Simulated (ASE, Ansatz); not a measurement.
# Forces and charges in P-1 (COD entry) HgC4F6, size series (176 atoms)

What does DFT give for P-1 (COD entry) HgC4F6, size series (176 atoms) as built?

Method: Kohn-Sham DFT, r2SCAN, PAW (set soft_2), plane waves, in Ansatz 0.2.0.

**1. Starting point**

The cell holds 176 atoms: 16 Hg, 64 C and 96 F. Its edges and angles: a = 9.912 Å, b = 11.466 Å, c = 25.576 Å, α = 104.6°, β = 109.3°, γ = 107.2°. It derives from HgC4F6 (P-1, COD entry), repeated 2×2×4. P-1 (COD entry) HgC4F6 (cell 4.956, 5.733, 6.394, 104.6, 109.3, 107.2), 2 x 2 x 4 conventional cells; ideal positions.

What the set-up can't give: The Brillouin zone is sampled at Γ only, in a cell whose shortest periodic width is 9 Å. The levels lack spin–orbit coupling, which is large for the heavy elements here.

**2. Plane-wave single point**

The electrons are solved once, with the atoms held.

File input.yaml:

```yaml
crystal:
  lattice:
    - [9.912, 0.0, 0.0]
    - [-3.38294, 10.95559, 0.0]
    - [-8.46166, -9.34657, 22.2525]
  atoms:
    - { symbol: Hg, position: [0.0, 0.0, 0.0] }
    - { symbol: C, position: [0.1055, 0.0655, 0.20227] }
    - { symbol: C, position: [0.3945, 0.4345, 0.04773] }
    - { symbol: C, position: [0.096, 0.162, 0.1843] }
    - { symbol: C, position: [0.404, 0.338, 0.0657] }
    - { symbol: F, position: [0.19405, 0.00635, 0.18608] }
    - { symbol: F, position: [0.30595, 0.49365, 0.06392] }
    - { symbol: F, position: [0.1653, 0.2052, 0.15425] }
    - { symbol: F, position: [0.3347, 0.2948, 0.09575] }
    - { symbol: F, position: [0.014, 0.22935, 0.19573] }
    - { symbol: F, position: [0.486, 0.27065, 0.05427] }
    - { symbol: Hg, position: [0.0, 0.0, 0.25] }
    - { symbol: C, position: [0.1055, 0.0655, 0.45228] }
    - { symbol: C, position: [0.3945, 0.4345, 0.29773] }
    - { symbol: C, position: [0.096, 0.162, 0.4343] }
    - { symbol: C, position: [0.404, 0.338, 0.3157] }
    - { symbol: F, position: [0.19405, 0.00635, 0.43607] }
    - { symbol: F, position: [0.30595, 0.49365, 0.31392] }
    - { symbol: F, position: [0.1653, 0.2052, 0.40425] }
    - { symbol: F, position: [0.3347, 0.2948, 0.34575] }
    - { symbol: F, position: [0.014, 0.22935, 0.44572] }
    - { symbol: F, position: [0.486, 0.27065, 0.30427] }
    - { symbol: Hg, position: [0.0, 0.0, 0.5] }
    - { symbol: C, position: [0.1055, 0.0655, 0.70228] }
    - { symbol: C, position: [0.3945, 0.4345, 0.54772] }
    - { symbol: C, position: [0.096, 0.162, 0.6843] }
    - { symbol: C, position: [0.404, 0.338, 0.5657] }
    - { symbol: F, position: [0.19405, 0.00635, 0.68607] }
    - { symbol: F, position: [0.30595, 0.49365, 0.56393] }
    - { symbol: F, position: [0.1653, 0.2052, 0.65425] }
    - { symbol: F, position: [0.3347, 0.2948, 0.59575] }
    - { symbol: F, position: [0.014, 0.22935, 0.69572] }
    [... 138 atom lines left out ...]
    - { symbol: F, position: [0.69405, 0.50635, 0.93607] }
    - { symbol: F, position: [0.80595, 0.99365, 0.81393] }
    - { symbol: F, position: [0.6653, 0.7052, 0.90425] }
    - { symbol: F, position: [0.8347, 0.7948, 0.84575] }
    - { symbol: F, position: [0.514, 0.72935, 0.94573] }
    - { symbol: F, position: [0.986, 0.77065, 0.80428] }
kpoints:
  mp_grid: { grid: [1, 1, 1] }
hamiltonian:
  xc: r2scan
scf:
  occupations: { method: gaussian, width: 0.05 }
output:
  forces: true
  stress: true
  populations: intrinsic
  dos:
    method: { smearing: { sigma: 0.1 } }
    de: 0.1
    projected: { site_lists: { C: [C], F: [F], Hg: [Hg] } }
  eigenvalues: true
  write_density: true
  write_potential: true
  volumetric_format: npy
```

The run is started by

```sh
$ ansatz run input.yaml --threads 8 --pin off --max-ram 15872MiB --backend cpu --events-out ev --progress --plain --runs-dir out
```

Numbers of over 12 decimals in the logs are rounded to 6 here.

Log:

```text
Warning: the atoms were moved onto the symmetric positions of the space group found under crystal.symmetry.tolerance 1.0e-5 (fractional; no operation is sought that the atoms, as they stand in a round, miss by more than twice it, and no atom is moved by as much as it), and the run uses the moved positions. [...]
Engine: ansatz 0.2.0, aarch64-unknown-linux-gnu
Pseudopotentials: kind: paw
Pseudopotential: Hg, paw, valence charge 20, recommended cutoff 500 eV (meta_gga), Hg.paw.azcp
Pseudopotential: C, paw, valence charge 4, recommended cutoff 500 eV (meta_gga), C.paw.azcp
Pseudopotential: F, paw, valence charge 7, recommended cutoff 500 eV (meta_gga), F.paw.azcp
Functional definition: r2SCAN
  parameter k0 = 0.174
  parameter k1 = 0.065
  parameter a1 = 4.9479
  exchange = r2scan_x(k0 = k0, k1 = k1, a1 = a1)
  correlation = r2scan_c
Crystal: 176 atoms, lattice volume = 2416.439 Å³
Basis set: ecut = 500 eV, 61327 PW (Γ), exchange–correlation on 300×360×768 points (64 copies of the dense FFT grid, shifted against one another)
Bands: 800, of which v1, the nominal top of the filled ones, is band 624 counted from 1 (623 counted from 0)
Symmetry: 32 space group operations
Space group: P-1 (ITA 2), of the structure as read, at distance tolerance 1.3e-4 Å
k-points: 1
Non-local potential: Hg, projectors of the file, l = 0: 3, l = 1: 2, l = 2: 2, l = 3: 1
Non-local potential: C, projectors of the file, l = 0: 2, l = 1: 2, l = 2: 1
Non-local potential: F, projectors of the file, l = 0: 2, l = 1: 2, l = 2: 1
PAW form: soft (Blöchl's): semilocal exchange-correlation on the pseudo side does not see the compensation charge
PAW frozen core: Hg, regenerated for the run's functional (the file was generated under x = pbe(κ = 0.804, μ = 0.219515), c = pbe(β = 0.066725))
PAW frozen core: C, regenerated for the run's functional (the file was generated under x = pbe(κ = 0.804, μ = 0.219515), c = pbe(β = 0.066725))
PAW frozen core: F, regenerated for the run's functional (the file was generated under x = pbe(κ = 0.804, μ = 0.219515), c = pbe(β = 0.066725))
PAW one-centre angular grid: Hg, 590 points (default); XC on 160 Gauss nodes
PAW one-centre angular grid: C, 302 points (default); XC on 239 of its mesh's 2573 points in the sphere
PAW one-centre angular grid: F, 302 points (default); XC on 160 Gauss nodes
Initial density: superposition of atomic densities (neutral atoms: chi_scale 0, normalization atom), corrected by the library's trained network
Initial wavefunctions: pseudopotential atomic-orbital guess
Functional: x = r2scan, c = r2scan; τ floored in thin density (d = 2e-4 eV/Å³)
SCF iter   1: F=—  HF=-314958.529634 eV  |F-HF|=—  |Δ(HF+E_count)|=         —  Δρ=9.71e-3  dr2=1.81e0  dr2_τ=1.86e1  ethr=1.77e-3  ⟨swp⟩=6.0  Hψ=3283  notcnv=0  defer=5
preconditioner: auto → Resta (q_TF=auto, 2.444 Å⁻¹)  ε∞=3.1  [insulator: Δε(μ)=3.812 eV  Ē_g=17.137 eV  σ=0.050 eV  W_gap=1.00  n_scr=588 (ndim 8)  ℏωp=24.5 eV  f_vac=0.208  D(μ)=0.00/eV (n_scr^D=0)  ε∞_Penn≈3.1]
SCF iter   2: F=—  HF=-314960.726909 eV  |F-HF|=—  |Δ(HF+E_count)|=    2.20e0  Δρ=4.46e-3  dr2=1.66e-1  dr2_τ=5.59e-2  ethr=1.45e-4  ⟨swp⟩=2.0  Hψ=1493  notcnv=0  defer=163
SCF iter   3: F=—  HF=-314960.722544 eV  |F-HF|=—  |Δ(HF+E_count)|=   4.36e-3  Δρ=1.59e-3  dr2=2.36e-2  dr2_τ=4.16e-3  ethr=1.33e-5  ⟨swp⟩=2.0  Hψ=1069  notcnv=0  defer=163
SCF iter   4: F=—  HF=-314960.725124 eV  |F-HF|=—  |Δ(HF+E_count)|=   2.58e-3  Δρ=2.99e-4  dr2=1.47e-3  dr2_τ=1.70e-4  ethr=1.89e-6  ⟨swp⟩=2.0  Hψ=1101  notcnv=0  defer=163
SCF iter   5: F=—  HF=-314960.725619 eV  |F-HF|=—  |Δ(HF+E_count)|=   4.95e-4  Δρ=7.57e-5  dr2=1.32e-4  dr2_τ=2.74e-5  ethr=1.18e-7  ⟨swp⟩=2.0  Hψ=1133  notcnv=0  defer=163
SCF iter   6: F=—  HF=-314960.724875 eV  |F-HF|=—  |Δ(HF+E_count)|=   7.44e-4  Δρ=2.70e-5  dr2=1.60e-5  dr2_τ=2.14e-6  ethr=1.06e-8  ⟨swp⟩=2.0  Hψ=1133  notcnv=0  defer=163
SCF iter   7: F=—  HF=-314960.726468 eV  |F-HF|=—  |Δ(HF+E_count)|=   1.59e-3  Δρ=1.15e-5  dr2=2.65e-6  dr2_τ=3.57e-7  ethr=1.28e-9  ⟨swp⟩=2.0  Hψ=1197  notcnv=0  defer=163
SCF iter   8: F=—  HF=-314960.726468 eV  |F-HF|=—  |Δ(HF+E_count)|=   3.16e-7  Δρ=3.12e-6  dr2=2.26e-7  dr2_τ=1.72e-8  ethr=2.12e-10  ⟨swp⟩=2.0  Hψ=1197  notcnv=0  defer=163
SCF iter   9: F=-314960.726468 eV  HF=-314960.726468 eV  |F-HF|=2.59e-8  |Δ(HF+E_count)|=   1.17e-7  Δρ=1.85e-6  dr2=5.70e-8  dr2_τ=5.47e-9  ethr=8.01e-12  ⟨swp⟩=18.0  Hψ=6722  notcnv=0
SCF 1 converged in 9 iterations: F = -314960.726468 eV  dr2 = 5.70e-8
  greatest PAW one-centre occupation: 1.001 electrons in one spin orbital (limit 2), on the Hg atom at site 165 (counted from 0), in its partial waves of l = 0
SCF converged after 9 iterations
Free energy (F): -314960.726468 eV
Harris-Foulkes:  -314960.726468 eV  (|F-HF|=2.59e-8)
Internal energy: -314960.726468 eV  (E = F + TS)
E sigma→0 (E₀):  -314960.726468 eV
Fermi energy:    5.322170 eV
--- Per-component energies (eV) ---
  E_band       = -17545.945904
  E_kinetic    = 35350.455004
  E_local      = -133701.936900  (includes V_loc(G=0)·N_el)
  E_nonlocal   = 9859.464215
  E_hartree    = 51910.149434
  E_xc         = -13833.997487
  E_vxc        = -19840.546279  (∫ρ·V_xc dr)
  E_paw        = -185466.840001  (= ΣΔE_a)
  E_vpaw       = -14432.502679  (= ΣTr[D̂ρ^β])
  E_aug_tail   = 0.107038  (compensation charges beyond the density's cutoff)
  E_vtau       = 1398.726856  (kinetic-family band-sum trace: ∫τ·v_τ [+ j·A + Jᵃ·Aᵃ] dr)
  E_ewald      = -79071.145823
  E_core_change = -6.981949  (= ΣΔE_core)
  E_smearing   = -0.000000  (= −TS)
  E_closure    = 0.000000  (closes the sum)
  Σ components = -314960.726468   (vs F -314960.726468, Δ=0.00e0)
--- Forces (eV/Å), atoms counted from 1 ---
  atom   1  Hg    -0.00000000    -0.00000000     0.00000000
  atom   2  C      0.16102357    -0.04126301    -0.08084378
  atom   3  C     -0.16102357     0.04126301     0.08084378
  atom   4  C     -0.67269614    -0.09882649     0.43578580
  atom   5  C      0.67269614     0.09882649    -0.43578580
  atom   6  F      0.29037785     0.00320562    -0.15139046
  atom   7  F     -0.29037785    -0.00320562     0.15139046
  atom   8  F      0.99593302     0.98841770    -0.90270677
  atom   9  F     -0.99593302    -0.98841770     0.90270677
  atom  10  F     -0.06387301    -0.15175826     0.06489283
  atom  11  F      0.06387301     0.15175826    -0.06489283
  atom  12  Hg     0.00000000    -0.00000000    -0.00000000
  atom  13  C      0.16102357    -0.04126301    -0.08084378
  atom  14  C     -0.16102357     0.04126301     0.08084378
[...]
atom 175  F     -0.06387301    -0.15175826     0.06489283
  atom 176  F      0.06387301     0.15175826    -0.06489283
  max |Σ_I F_I| component: 3.33e-15 eV/Å
--- Stress (GPa, compression-positive) ---
        4.841006       3.431870      -3.510918
        3.431863       5.477623      -3.770968
       -3.510915      -3.770972       3.887593
  P = ⅓ Tr σ = 4.7354 GPa (47.354 kbar)
--- Band table (eV) ---
  k-point 0: bands = ["-113.2450", "-113.2450", "-113.2450", "-113.2450", [... 784 levels ...], "14.4031", "14.4287", "14.4287", "14.4379", "14.4379", "14.4498", "14.4962", "14.5545", "14.5545", "14.5731", "14.6707", "14.6707"]
--- intrinsic populations: 176 sites ---
  site symbol       q [e]
     0     Hg     18.8897
     1      C      4.2927
     2      C      4.2927
[...]
175      F      7.2663
  spilling = -0.000000 (of n_electrons = 1248.000000)
```

Wall time 82 s (8 threads of Arm Neoverse V2, shared host); peak memory 9.1 GiB; 11 min of CPU time.

The column dr2 measures how far the density is from self-consistency, as an energy; F and HF (Harris–Foulkes) agree once it is small.

The program notes that positions were snapped to a detected symmetry.

Read from the output:

```yaml
free_energy: -314960.7265 eV
free_energy_per_atom: -1789.5496 eV/atom
scf_cycles: 9
pressure: 4.735 GPa
r_m_s_force_component: 0.4677 eV/Å
longest_force: 1.668 eV/Å
fermi_energy: 5.322 eV
spacing_of_highest_filled_and_lowest_empty_level: 3.918 eV
```

Length of the force by element:

```csv
element,coordination,atoms,mean length of the force (eV/Å),spread,least,most
C,all,64,0.496,0.311,0.185,0.808
F,all,96,0.724,0.670,0.177,1.67
Hg,all,16,0,0,0,0
```

Intrinsic-atomic-orbital charges by element:

```
element  coordination  atoms  mean charge (e)  spread   least    most
      C           all     64            0.127   0.420  -0.293   0.547
      F           all     96           -0.270  0.0265  -0.304  -0.239
     Hg           all     16             1.11       0    1.11    1.11
```

Density of states as counts of states in windows of 1 eV (from the Fermi level), total and the larger projections:

```
from (eV)  to (eV)  total    F p   C p  Hg d   C s
      -18      -17    2.6    0.4   0.6   0.1   1.2
      -17      -16   61.4    9.9  15.2   0.9  27.5
      -16      -14    0.0    0.0   0.0   0.0   0.0
      -14      -13   45.8   27.0   4.9   2.0   5.0
      -13      -12   18.6   11.7   2.3   0.1   1.8
      -12      -11   96.0   56.5  22.2   8.0   0.9
      -11      -10  102.0   62.7  25.1   9.2   1.1
      -10       -9   27.3   18.8   6.8   1.5   0.0
       -9       -8  169.4   74.0  10.6  81.5   2.1
       -8       -7  241.6  183.6   9.1  44.5   2.1
       -7       -6   35.3   31.6   0.5   2.5   0.4
       -6       -5   11.5    2.6   1.7   1.7   0.3
       -5       -4   39.3   11.0  11.8   3.0   3.5
       -4       -3   14.1    4.7   6.7   0.0   2.1
       -3       -2   58.5   18.1  38.1   1.0   0.0
       -2       -1    4.6    1.1   3.3   0.2   0.0
       -1        1    0.0    0.0   0.0   0.0   0.0
        1        2    3.5    0.4   1.7   0.0   0.1
        2        3   40.4    4.0  20.7   0.0   0.8
        3        4   35.7    3.7  19.4   0.3   1.2
        4        5   60.9    6.7  30.3   1.8   5.9
```

The stored curve holds about 928 of the 1248 electrons; the rest, give or take the few that broadening carries across the Fermi level, lie in deeper levels below its range.

The levels nearest the highest filled one (over half full), pooled over k-points and spins:

```csv
level less the highest filled one (eV),occupation
-0.123,2
-0.123,2
-0.118,2
-0.118,2
-0.0127,2
0,2
3.92,0
3.95,0
3.95,0
4.00,0
4.12,0
4.13,0
```

Valence density in the ac plane at fractional y = 0.006, with atoms of Hg and F within 0.2 Å of it. It is the smooth field of the valence electrons, not physical close to the nuclei.

Values in units of 1e0 e/Å³, 13 rows by 16 columns, each cell a mean:
```
2.7 0.9 2.0 3.9 0.7 0.1 0.5 2.6 2.7 0.9 2.0 3.9 0.7 0.1 0.5 2.6
0.1 0.1 0.4 0.3 0.1 0.1 0.1 0.1 0.1 0.1 0.4 0.3 0.1 0.1 0.1 0.1
1.8 0.7 0.1 0.2 2.4 3.6 0.7 1.0 1.8 0.7 0.1 0.2 2.4 3.6 0.7 1.0
5.9 1.5 0.9 2.0 0.5 0.1 0.6 4.6 5.9 1.5 0.9 2.0 0.5 0.1 0.6 4.6
0.2 0.3 1.6 2.3 0.2 0.0 0.0 0.1 0.2 0.3 1.6 2.3 0.2 0.0 0.0 0.1
0.3 0.2 0.0 0.2 2.4 3.6 0.7 0.4 0.3 0.2 0.0 0.2 2.4 3.6 0.7 0.4
7.2 1.9 0.3 0.3 0.2 0.1 0.7 5.0 7.2 1.9 0.3 0.3 0.2 0.1 0.7 5.0
0.4 0.5 2.2 4.0 0.6 0.0 0.1 0.2 0.4 0.5 2.2 4.0 0.6 0.0 0.1 0.2
0.1 0.1 0.0 0.1 1.8 3.1 0.6 0.3 0.1 0.1 0.0 0.1 1.8 3.1 0.6 0.3
7.0 1.8 0.2 0.1 0.7 0.6 0.7 4.7 7.0 1.8 0.2 0.1 0.7 0.6 0.7 4.7
0.8 0.7 2.3 4.2 0.7 0.1 0.2 0.7 0.8 0.7 2.3 4.2 0.7 0.1 0.2 0.7
0.1 0.1 0.0 0.1 0.5 1.3 0.3 0.1 0.1 0.1 0.0 0.1 0.5 1.3 0.3 0.1
5.0 1.5 0.1 0.2 2.0 2.4 0.7 2.8 5.0 1.5 0.1 0.2 2.0 2.4 0.7 2.8
```
Columns run along a (9.9 Å), rows up along c (25.6 Å). Atoms in or near the plane, at fractional coordinates: Hg at (0.00, 0.00), F at (0.19, 0.19), Hg at (0.00, 0.25), F at (0.19, 0.44), Hg at (0.00, 0.50), F at (0.19, 0.69), Hg at (0.00, 0.75), F at (0.19, 0.94), F at (0.31, 0.06), F at (0.31, 0.31), F at (0.31, 0.56), F at (0.31, 0.81), Hg at (0.50, 0.00), F at (0.69, 0.19) and more.

Electrostatic potential energy in the ac plane at fractional y = 0.006, with atoms of Hg and F within 0.2 Å of it. With pseudopotentials it is smooth inside the atoms' cores, unlike the true potential.

Ten even steps from '0' (-38 eV) to '9' (10 eV), each cell a mean:
```
2367888999862123678889998621
8655101699999986551016999999
9999999999999999999999999999
9999999987899999999999878999
8889999411477888899994114778
0027999999874100279999998741
2367888999862123678889998621
8655101699999986551016999999
9999999999999999999999999999
9999999987899999999999878999
8889999411477888899994114778
0027999999874100279999998741
2367888999862123678889998621
8655101699999986551016999999
9999999999999999999999999999
9999999987899999999999878999
8889999411477888899994114778
0027999999874100279999998741
2367888999862123678889998621
8655101699999986551016999999
9999999999999999999999999999
9999999987899999999999878999
8889999411477888899994114778
0027999999874100279999998741
```
Columns run along a (9.9 Å; values clipped at the 3rd and 97th percentile), rows up along c (25.6 Å). Atoms in or near the plane, at fractional coordinates: Hg at (0.00, 0.00), F at (0.19, 0.19), Hg at (0.00, 0.25), F at (0.19, 0.44), Hg at (0.00, 0.50), F at (0.19, 0.69), Hg at (0.00, 0.75), F at (0.19, 0.94), F at (0.31, 0.06), F at (0.31, 0.31), F at (0.31, 0.56), F at (0.31, 0.81), Hg at (0.50, 0.00), F at (0.69, 0.19) and more.

Mean intrinsic-atomic-orbital charges: C +0.13, F -0.27, Hg +1.11 e. The largest share in the top eV of filled states is C p (67 % of the projected weight), and in the lowest eV of empty states C p (78 % of the projected weight).

**3. Distances and neighbours**

These statistics describe the geometry on which the runs were made.

Density 3.99 g/cm³, 13.73 Å³ an atom.

g(r), total and by pair (bins of 0.2 Å):

```
r (Å)  total   F-F   F-C  F-Hg   C-C  C-Hg  Hg-Hg
 1.20   1.22  0.00  3.08  0.00  0.00  0.00   0.00
 1.40   3.31  0.00  5.50  0.00  8.55  0.00   0.00
 1.60   0.00  0.00  0.00  0.00  0.00  0.00   0.00
 1.80   0.00  0.00  0.00  0.00  0.00  0.00   0.00
 2.00   0.51  0.00  0.00  0.00  0.00  7.70   0.00
 2.20   0.82  1.48  0.97  0.00  0.00  0.00   0.00
 2.40   0.73  0.00  1.85  0.00  0.00  0.00   0.00
 2.60   0.28  0.94  0.00  0.00  0.00  0.00   0.00
 2.80   0.26  0.87  0.00  0.00  0.00  0.00   0.00
 3.00   1.11  0.73  0.53  4.61  0.00  3.40   0.00
 3.20   1.91  3.55  0.48  3.92  2.10  0.00   0.00
 3.40   1.30  1.21  1.72  0.00  1.94  0.00   0.00
 3.60   1.38  1.29  1.52  3.23  0.57  0.00   0.00
 3.80   1.57  0.92  3.12  0.00  0.50  0.00   0.00
 4.00   0.81  0.62  0.95  0.00  0.94  1.85   0.00
 4.20   0.61  0.00  0.55  1.15  0.41  3.41   0.00
 4.40   0.87  0.86  0.76  2.04  0.00  1.60   0.00
 4.60   0.61  0.31  0.71  0.92  1.08  0.00   0.00
 4.80   1.03  0.60  1.07  0.00  1.26  3.88   0.00
 5.00   1.39  1.87  0.81  2.40  1.81  0.00   4.86
 5.20   0.55  1.11  0.19  0.75  0.56  0.00   0.00
 5.40   0.79  0.92  0.87  0.00  0.79  1.06   0.00
 5.60   0.83  1.18  0.63  0.00  1.22  0.96   0.00
 5.80   1.43  1.59  1.05  1.80  2.46  0.00   3.67
 6.00   0.78  0.75  0.84  1.11  0.84  0.00   0.00
 6.20   0.93  0.43  1.70  0.00  0.59  0.79   0.00
 6.40   1.90  1.71  1.84  1.47  2.93  0.74   8.77
 6.60   1.34  1.45  1.38  1.39  0.85  1.38   2.69
```

Bonds by pair of elements; cutoffs follow the first minimum of g(r), held within bounds set by covalent radii, and pairs that aren't listed don't count as bonded:

| pair A-B | cutoff (Å) | bonds | mean length (Å) | spread (Å) | shortest (Å) | B about A | A about B |
| --- | --- | --- | --- | --- | --- | --- | --- |
| F-C | 1.62 | 96 | 1.32 | 0.032 | 1.28 | 1 | 1.5 |
| C-C | 1.73 | 32 | 1.32 | 0 | 1.32 | 1 | 1 |
| C-Hg | 2.33 | 32 | 2.00 | 0 | 2.00 | 0.5 | 2 |

How many atoms have how many bonded neighbours:

| element | mean | 1 | 2 | 3 |
| --- | --- | --- | --- | --- |
| C | 3 | 0 | 0 | 64 |
| F | 1 | 96 | 0 | 0 |
| Hg | 2 | 0 | 16 | 0 |

Bond angles (no mean is given where the spread exceeds 20°):

| angle | count | mean (°) | spread (°) |
| --- | --- | --- | --- |
| C-C-F | 96 | 122 | 4.1 |
| C-C-Hg | 32 | 125 | 0 |
| F-C-Hg | 32 | 118 | 0 |
| F-C-F | 32 | 111 | 0 |
| C-Hg-C | 16 | 180 | 0 |

First main peaks of g(r), for some of the pairs, lie near 1.32 Å (F-C), 2.95 Å (F-Hg), 1.32 Å (C-C), 1.98 Å (C-Hg) and 4.98 Å (Hg-Hg). With the cutoffs above, all C atoms have 3, all F atoms have 1 and all Hg atoms have 2 bonded neighbours. The C-C-F angle averages 122° with a spread of 4°.

Local excerpt of 11 atoms (numbers count through the whole input) about F8, which bears the longest force; x, y, z are measured from there.

| atom | x | y | z | distance (Å) | bonds | intrinsic-atomic-orbital charge (e) | Fx | Fy | Fz (eV/Å) |
| --- | --- | --- | --- | --- | --- | --- | --- | --- | --- |
| F8 | 0.00 | 0.00 | 0.00 | 0.00 | 1 | -0.24 | 1.00 | 0.99 | -0.90 |
| C4 | -0.80 | -0.75 | 0.67 | 1.28 | 3 | 0.55 | -0.67 | -0.10 | 0.44 |
| F10 | -1.93 | -0.12 | 0.92 | 2.15 | 1 | -0.27 | -0.06 | -0.15 | 0.06 |
| C2 | -0.53 | -1.98 | 1.07 | 2.31 | 3 | -0.29 | 0.16 | -0.04 | -0.08 |
| F6 | 0.69 | -2.48 | 0.71 | 2.67 | 1 | -0.30 | 0.29 | 0.00 | -0.15 |
| F9 | 1.87 | 1.53 | -1.30 | 2.74 | 1 | -0.24 | -1.00 | -0.99 | 0.90 |
| F99 | -1.15 | 1.65 | -2.22 | 3.00 | 1 | -0.27 | 0.06 | 0.15 | -0.06 |
| F98 | 3.02 | -0.12 | 0.92 | 3.16 | 1 | -0.27 | -0.06 | -0.15 | 0.06 |
| C135 | -0.87 | -1.97 | -2.37 | 3.20 | 3 | -0.29 | -0.16 | 0.04 | 0.08 |
| F50 | -1.00 | 3.00 | 0.71 | 3.24 | 1 | -0.30 | 0.29 | 0.00 | -0.15 |
| F139 | -2.08 | -1.47 | -2.01 | 3.25 | 1 | -0.30 | -0.29 | 0.00 | 0.15 |

The column of bonds counts only the pairs F-C within 1.62 Å, C-C within 1.73 Å, C-Hg within 2.33 Å; other neighbours, such as metal atoms beside each other in a compound, aren't counted, and periodic images can show an atom twice.

**4. Outcome**

| Property | Result |
| --- | --- |
| free energy per atom | -1789.5496 eV/atom |
| density | 3.987 g/cm³ |
| pressure | 4.735 GPa |
| r.m.s. force component | 0.4677 eV/Å |
| gap (highest filled to lowest empty level) | 3.918 eV |
| wall time of the 1 DFT run | 82 s |

In words: Between filled and empty levels lie 3.92 eV at Γ alone; the mesh holds the band edges only if they fold onto it, so the gap at this level can be narrower or closed. With the cutoffs above, all C atoms have 3, all F atoms have 1 and all Hg atoms have 2 bonded neighbours.

What to keep in mind: The geometry starts from published positions and isn't relaxed at this level: its force components are 0.47 eV/Å r.m.s. The pressure of 4.7 GPa belongs to a cell and atoms that aren't relaxed at this level.

[Logs are printed without paths, hosts, clocks, repeated set-up lines and the standing remarks that a program may print on its own settings, such as how far it seeks lower states.]

[Hosts, paths, dates, database ids (printed as entryN), source tags and the programs' standing remarks are cut or masked in the printed files.]
